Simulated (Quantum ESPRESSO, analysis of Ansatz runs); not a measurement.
# A hop of F in Li2SnF6 (P-31m), charge +1 (Quantum ESPRESSO), part 3 of 3

Wanted: path and barrier of a jump of F in Li2SnF6 (P-31m) at charge +1. The case: V_F hop (2.7 Å), in a cell of 72 host atoms with 1 F taken out.

Quantum ESPRESSO 7.5; Quantum ESPRESSO plane-wave DFT, PBEsol, GBRV 1.5 PBEsol potentials; nudged elastic band between two relaxed defect structures at fixed charge in a uniform background.

So far: The system as given; Relaxation of the start point, charge +1; Relaxation of the end point, charge +1.

## (4) Nudged elastic band, charge +1

3 movable images are laid between the ends on a pair-potential path, which keeps atoms from colliding in the first guess. Each image feels the true force across the path and a spring force along it. The highest image is set to climb to the top of the path.

This step: Quantum ESPRESSO plane-wave DFT, PBEsol, GBRV 1.5 PBEsol potentials; nudged elastic band between two relaxed defect structures at fixed charge in a uniform background.

Contents of neb.in:

```
BEGIN
BEGIN_PATH_INPUT
&PATH
  restart_mode = 'from_scratch'
  string_method = 'neb'
  nstep_path = 45
  ds = 1.5
  opt_scheme = 'broyden'
  num_of_images = 5
  k_max = 0.3
  k_min = 0.2
  CI_scheme = 'auto'
  path_thr = 0.05
/
END_PATH_INPUT
BEGIN_ENGINE_INPUT
&CONTROL
  prefix = 'pwscf'
  outdir = './tmp'
  pseudo_dir = './pseudo'
  disk_io = 'low'
/
&SYSTEM
  ibrav = 0
  nat = 71
  ntyp = 3
  ecutwfc = 40
  ecutrho = 324
  nbnd = 248
  occupations = 'fixed'
  tot_charge = 1
  nosym = .true.
/
&ELECTRONS
  conv_thr = 7d-08
  electron_maxstep = 100
  mixing_beta = 0.5
/
ATOMIC_SPECIES
Li     6.9400 li_pbesol_v1.4.uspp.F.UPF
Sn   118.7100 sn_pbesol_v1.4.uspp.F.UPF
F     18.9984 f_pbesol_v1.4.uspp.F.UPF
CELL_PARAMETERS angstrom
   9.8824569602    0.0000000007    0.0000000000
  -4.9412285801    8.5584588632    0.0000000000
   0.0000000000    0.0000000000    9.1124854425
BEGIN_POSITIONS
FIRST_IMAGE
ATOMIC_POSITIONS crystal
Li     0.3304797624    0.1624138292    0.2468362977
Li     0.1638494603    0.3337067559    0.2480052500
Sn    -0.0022992733   -0.0021776989    0.0014128117
F      0.1633602166    0.1643794527    0.1250737830
F      0.3402983560    0.3418046009    0.3814552606
F      0.3378302511    0.0021001929    0.1298855825
F      0.1633267497    0.0014479602    0.3738906620
F      0.0013789175    0.3369813680    0.1261155791
F      0.0008699364    0.1634094035    0.3723759965
Li     0.3289425808    0.1639110029    0.7511317961
Li     0.1465326448    0.3162569809    0.7684182345
Sn    -0.0014509756   -0.0003653994    0.5003390590
F      0.1603738508    0.1661125008    0.6285086583
F      0.3348582192    0.3417880339    0.8646106582
F      0.3353663198    0.0017970203    0.6270056916
F      0.1612646999    0.0017190078    0.8720720893
F      0.0049575738    0.3389665046    0.6288831659
F     -0.0101208381    0.1586773530    0.8767412945
Li     0.3301001068    0.6663185081    0.2481412871
Li     0.1695174651    0.8339690841    0.2518929957
Sn     0.0019946340    0.5000264159   -0.0018107183
F      0.1644200913    0.6631088919    0.1260732188
F      0.3374154452    0.8366950907    0.3724216883
F      0.3355514014    0.5000044603    0.1274065875
F      0.1681326788    0.4999903428    0.3786815504
F      0.0033805802    0.8366308496    0.1265655008
F      0.0050551133    0.6650907465    0.3727666218
Li     0.3302210163    0.6837719364    0.7684423448
Li     0.1640620980    0.8359431576    0.7472016330
Sn     0.0003468179    0.4999841320    0.5002851589
F      0.1659130446    0.6611137204    0.6288154693
F      0.3310742249    0.8413606713    0.8767951199
F      0.1668996926    0.5000580507    0.8717981024
F     -0.0024916952    0.8355883611    0.6276778454
F      0.0015873614    0.6631293995    0.8705651635
Li     0.8356066737    0.1660772873    0.2519902439
Li     0.6724744130    0.3284362518    0.2383449716
Sn     0.4999395457    0.0020786480    0.0014748151
F      0.6668463946    0.1632929383    0.1265567501
F      0.8399173129    0.3348413585    0.3728550475
F      0.8356372590   -0.0020203298    0.1298348865
F      0.6617328722   -0.0014816987    0.3739434703
F      0.4967169415    0.3375537033    0.1281094918
F      0.5015596519    0.1678611102    0.3752573046
Li     0.8281628191    0.1640620364    0.7471702155
Li     0.6686474637    0.3325637719    0.7560294912
Sn     0.4988438769    0.0004057534    0.5004219531
F      0.6618678218    0.1645001076    0.6276867268
F      0.8384789491    0.3368858914    0.8706146548
F      0.8336274252   -0.0017709582    0.6268925998
F      0.6595492578   -0.0018198168    0.8719956934
F      0.4970296094    0.3429554436    0.6261232910
F      0.4999183084    0.1667499213    0.8754106451
Li     0.8440211758    0.6715543864    0.2383512821
Li     0.6680621350    0.8375630974    0.2470164643
Sn     0.4975055185    0.5000695098   -0.0018490189
F      0.6592143442    0.6625572692    0.1279354087
F      0.8338584151    0.8323283863    0.3751727826
F      0.8373660062    0.5000156749    0.1218083568
F      0.6883128734    0.5000066324    0.3577322878
F      0.4989214461    0.8353405065    0.1250399879
F      0.4984826816    0.6580855758    0.3814036674
Li     0.8362306256    0.6674460196    0.7558905327
Li     0.6649464495    0.8358291011    0.7510520999
Sn     0.5294098436    0.4998671479    0.4792515686
F      0.6541876792    0.6569881944    0.6259013435
F      0.8330960183    0.8331652925    0.8753013443
F      0.8331930602    0.4999896337    0.6236704235
F      0.6618337939    0.4999135179    0.8731540257
F      0.4941614829    0.8338261085    0.6284950968
F      0.4929592890    0.6581083620    0.8644748172
INTERMEDIATE_IMAGE
ATOMIC_POSITIONS crystal
Li     0.3303226830    0.1609197913    0.2501253155
Li     0.1638455210    0.3334034248    0.2488070160
[... 69 atom lines left out ...]
INTERMEDIATE_IMAGE
ATOMIC_POSITIONS crystal
Li     0.3301651471    0.1594479202    0.2534007599
Li     0.1638332963    0.3330963827    0.2496733531
[... 69 atom lines left out ...]
INTERMEDIATE_IMAGE
ATOMIC_POSITIONS crystal
Li     0.3300099865    0.1579759028    0.2566451711
Li     0.1638199446    0.3327843481    0.2504819578
[... 69 atom lines left out ...]
LAST_IMAGE
ATOMIC_POSITIONS crystal
Li     0.3298552331    0.1564762078    0.2599198735
Li     0.1637937187    0.3324547606    0.2512793334
[... 8 atom lines left out ...]
Li     0.1651929028    0.3357170369    0.7462280775
[... 2 atom lines left out ...]
F      0.3435065133    0.3456991962    0.8719597041
[... 13 atom lines left out ...]
Li     0.3173222535    0.6704089673    0.7287727599
[... 4 atom lines left out ...]
F      0.1678120520    0.5065344641    0.8689337689
[... 18 atom lines left out ...]
F      0.5013333198    0.3385798564    0.6247728718
[... 3 atom lines left out ...]
Sn     0.5007488204    0.4704635236    0.0183034364
[... 7 atom lines left out ...]
Li     0.6848589558    0.8539987050    0.7293977606
Sn     0.5014541352    0.5029325081    0.4996917728
F      0.6598927273    0.6658405875    0.6328212533
[... 2 atom lines left out ...]
F      0.6576412226    0.5032560971    0.8713750622
F      0.5013457121    0.8335689461    0.6258313554
F      0.3434003523    0.5076881437    0.6337227000
END_POSITIONS
K_POINTS gamma
END_ENGINE_INPUT
END
```

The run is started by

```bash
OMP_NUM_THREADS=1 mpirun -n 4 neb.x -ni 2 -inp neb.in > neb.out
```

Log:

```text
[shortened: banners, details of potentials and solvers, and blank lines are left out]
[banner, memory and clock lines left out]
     path-images division:  nimage    =       2
     initial path length           =  5.2499 bohr
     initial inter-image distance  =  1.3125 bohr
     string_method                 =    neb
     restart_mode                  =    from_scratch
     opt_scheme                    =    broyden
     num_of_images                 =    5
     nstep_path                    =    45
     CI_scheme                     =    auto
     first_last_opt                =    F
     use_freezing                  =    F
     ds                            =    1.5000 a.u.
     k_max                         =    0.3000 a.u.
     k_min                         =    0.2000 a.u.
     path_thr                      =    0.0500 eV / A
     ------------------------------ iteration   1 ------------------------------
     activation energy (->) =   1.657289 eV
     activation energy (<-) =   1.657522 eV
     image        energy (eV)        error (eV/A)        frozen
         1     -51545.3266417            0.029665            T
         2     -51544.5113585            1.743259            F
         3     -51543.6693527            1.141668            F
         4     -51544.5047454            1.709348            F
         5     -51545.3268743            0.030477            T
     climbing image =  3
     path length          =  5.250 bohr
     inter-image distance =  1.312 bohr
     ------------------------------ iteration   2 ------------------------------
     activation energy (->) =   1.502906 eV
     activation energy (<-) =   1.503138 eV
     image        energy (eV)        error (eV/A)        frozen
         1     -51545.3266417            0.029665            T
         2     -51544.5743432            1.113585            F
         3     -51543.8237361            1.035700            F
         4     -51544.5674320            1.194332            F
         5     -51545.3268743            0.030477            T
     climbing image =  3
     path length          =  5.268 bohr
[...]
------------------------------ iteration   3 ------------------------------
     activation energy (->) =   1.338180 eV
     activation energy (<-) =   1.338413 eV
     image        energy (eV)        error (eV/A)        frozen
         1     -51545.3266417            0.029665            T
         2     -51544.6610818            0.762662            F
         3     -51543.9884614            0.704218            F
         4     -51544.6549302            0.663492            F
         5     -51545.3268743            0.030477            T
     climbing image =  3
     path length          =  5.330 bohr
[...]
------------------------------ iteration   4 ------------------------------
     activation energy (->) =   1.118425 eV
     activation energy (<-) =   1.118657 eV
     image        energy (eV)        error (eV/A)        frozen
         1     -51545.3266417            0.029665            T
         2     -51544.8043382            0.828311            F
         3     -51544.2082169            0.417247            F
         4     -51544.8001893            0.835539            F
         5     -51545.3268743            0.030477            T
     climbing image =  3
     path length          =  5.590 bohr
[...]
------------------------------ iteration   5 ------------------------------
     activation energy (->) =   1.100785 eV
     activation energy (<-) =   1.101018 eV
     image        energy (eV)        error (eV/A)        frozen
         1     -51545.3266417            0.029665            T
         2     -51544.8537765            0.378014            F
         3     -51544.2258563            0.373172            F
         4     -51544.8497528            0.321913            F
         5     -51545.3268743            0.030477            T
     climbing image =  3
     path length          =  5.584 bohr
[...]
------------------------------ iteration   6 ------------------------------
     activation energy (->) =   1.019304 eV
     activation energy (<-) =   1.019537 eV
     image        energy (eV)        error (eV/A)        frozen
         1     -51545.3266417            0.029665            T
         2     -51544.9164528            0.223194            F
         3     -51544.3073372            0.241926            F
         4     -51544.9136963            0.192785            F
         5     -51545.3268743            0.030477            T
     climbing image =  3
     path length          =  5.767 bohr
[...]
------------------------------ iteration   7 ------------------------------
     activation energy (->) =   0.957365 eV
     activation energy (<-) =   0.957598 eV
     image        energy (eV)        error (eV/A)        frozen
         1     -51545.3266417            0.029665            T
         2     -51544.9545979            0.231589            F
         3     -51544.3692764            0.189470            F
         4     -51544.9523137            0.255854            F
         5     -51545.3268743            0.030477            T
     climbing image =  3
     path length          =  5.964 bohr
[...]
------------------------------ iteration   8 ------------------------------
     activation energy (->) =   0.936270 eV
     activation energy (<-) =   0.936503 eV
     image        energy (eV)        error (eV/A)        frozen
         1     -51545.3266417            0.029665            T
         2     -51544.9647735            0.209906            F
         3     -51544.3903715            0.154761            F
         4     -51544.9626823            0.229058            F
         5     -51545.3268743            0.030477            T
     climbing image =  3
     path length          =  6.018 bohr
[...]
------------------------------ iteration   9 ------------------------------
     activation energy (->) =   0.905688 eV
     activation energy (<-) =   0.905921 eV
     image        energy (eV)        error (eV/A)        frozen
         1     -51545.3266417            0.029665            T
         2     -51544.9770234            0.121575            F
         3     -51544.4209534            0.114516            F
         4     -51544.9751891            0.126925            F
         5     -51545.3268743            0.030477            T
     climbing image =  3
     path length          =  6.103 bohr
[...]
------------------------------ iteration  10 ------------------------------
     activation energy (->) =   0.898661 eV
     activation energy (<-) =   0.898893 eV
     image        energy (eV)        error (eV/A)        frozen
         1     -51545.3266417            0.029665            T
         2     -51544.9785540            0.078241            F
         3     -51544.4279809            0.100832            F
         4     -51544.9766740            0.089624            F
         5     -51545.3268743            0.030477            T
     climbing image =  3
     path length          =  6.099 bohr
[...]
------------------------------ iteration  11 ------------------------------
     activation energy (->) =   0.890511 eV
     activation energy (<-) =   0.890744 eV
     image        energy (eV)        error (eV/A)        frozen
         1     -51545.3266417            0.029665            T
         2     -51544.9800704            0.067148            F
         3     -51544.4361307            0.093693            F
         4     -51544.9781984            0.069083            F
         5     -51545.3268743            0.030477            T
     climbing image =  3
     path length          =  6.112 bohr
[...]
------------------------------ iteration  12 ------------------------------
     activation energy (->) =   0.878502 eV
     activation energy (<-) =   0.878735 eV
     image        energy (eV)        error (eV/A)        frozen
         1     -51545.3266417            0.029665            T
         2     -51544.9810849            0.066318            F
         3     -51544.4481397            0.082204            F
         4     -51544.9792004            0.062533            F
         5     -51545.3268743            0.030477            T
     climbing image =  3
     path length          =  6.139 bohr
[...]
------------------------------ iteration  13 ------------------------------
     activation energy (->) =   0.860472 eV
     activation energy (<-) =   0.860705 eV
     image        energy (eV)        error (eV/A)        frozen
         1     -51545.3266417            0.029665            T
         2     -51544.9548402            0.278634            F
         3     -51544.4661696            0.128367            F
         4     -51544.9524840            0.318604            F
         5     -51545.3268743            0.030477            T
     climbing image =  3
     path length          =  6.419 bohr
[...]
------------------------------ iteration  14 ------------------------------
     activation energy (->) =   0.859503 eV
     activation energy (<-) =   0.859736 eV
     image        energy (eV)        error (eV/A)        frozen
         1     -51545.3266417            0.029665            T
         2     -51544.9825475            0.094417            F
         3     -51544.4671383            0.053168            F
         4     -51544.9806102            0.113227            F
         5     -51545.3268743            0.030477            T
     climbing image =  3
     path length          =  6.221 bohr
[...]
------------------------------ iteration  15 ------------------------------
     activation energy (->) =   0.857041 eV
     activation energy (<-) =   0.857274 eV
     image        energy (eV)        error (eV/A)        frozen
         1     -51545.3266417            0.029665            T
         2     -51544.9841406            0.078252            F
         3     -51544.4696008            0.050266            F
         4     -51544.9822266            0.093076            F
         5     -51545.3268743            0.030477            T
     climbing image =  3
     path length          =  6.235 bohr
[...]
------------------------------ iteration  16 ------------------------------
     activation energy (->) =   0.853659 eV
     activation energy (<-) =   0.853891 eV
     image        energy (eV)        error (eV/A)        frozen
         1     -51545.3266417            0.029665            T
         2     -51544.9869975            0.037666            F
         3     -51544.4729831            0.051258            F
         4     -51544.9850407            0.044566            F
         5     -51545.3268743            0.030477            T
     climbing image =  3
     path length          =  6.254 bohr
[...]
------------------------------ iteration  17 ------------------------------
     activation energy (->) =   0.850773 eV
     activation energy (<-) =   0.851006 eV
     image        energy (eV)        error (eV/A)        frozen
         1     -51545.3266417            0.029665            T
         2     -51544.9886969            0.033323            F
         3     -51544.4758687            0.048161            F
         4     -51544.9867183            0.036863            F
         5     -51545.3268743            0.030477            T
     climbing image =  3
     path length          =  6.267 bohr
     inter-image distance =  1.567 bohr
     neb: convergence achieved in  17 iterations
```

Run time: 49 min. Hardware: 4 MPI ranks of Arm Neoverse V1, shared host; peak memory 2.4 GiB.

Images along the path:

| image | path (Å) | energy (eV) | F71: x, y, z (Å) |
| --- | --- | --- | --- |
| 0 | 0.000 | 0.0000 | 1.620, 5.632, 7.878 |
| 1 | 0.915 | 0.3379 | 1.598, 5.137, 7.369 |
| 2 | 1.662 | 0.8508 | 1.533, 4.825, 6.823 |
| 3 | 2.405 | 0.3399 | 1.297, 4.614, 6.280 |
| 4 | 3.317 | -0.0002 | 0.885, 4.345, 5.775 |

This step gave:

| Property | Result |
| --- | --- |
| barrier forward | 0.8508 eV |
| barrier backward | 0.8510 eV |
| end less start | -2.33e-4 eV |
| hop length | 2.573 Å |

The band met its tolerance of 0.05 eV/Å after 17 iterations, with image 2 on top (the start counts as 0). F71, which moves farthest between the ends, has 2 Li at 1.96 to 2.01 Å and 1 Sn at 2.00 Å nearest at the start and 1 Li at 1.93 Å at the top.

## (5) Results

```json
{"barrier forward": "0.85 eV", "barrier backward": "0.85 eV", "end less start": "0.00 eV", "hop length": "2.57 Å", "band iterations, as the log counts them": "17"}
```

What this shows: The top of the band lies 0.85 eV above the start and 0.85 eV above the end, which are alike in energy and neighbours. With an assumed prefactor of 1e13 per second it gives one hop a second along this one path at about 330 K. The order of the top as a saddle was not checked for all atoms, so a bent path could be lower. No image-charge correction is applied; it largely cancels along a path if the charge stays localised alike. Keep in mind: sampling at the zone centre alone can move energies of charged and open-shell states by tenths of an eV or more in cells of this size; spin–orbit coupling, which can matter with heavy atoms, is left out.

[Long decimals in the printed logs are rounded to 6 places.]

[Repeated set-up lines and some long k-point lines are left out of the logs, and relaxed atomic positions are cut to six decimals.]

[Logs are printed without paths, hosts, clocks, repeated set-up lines and the standing remarks that a program may print on its own settings, such as how far it seeks lower states.]

[Hosts, paths, dates, database ids (printed as entryN), source tags and the programs' standing remarks are cut or masked in the printed files.]
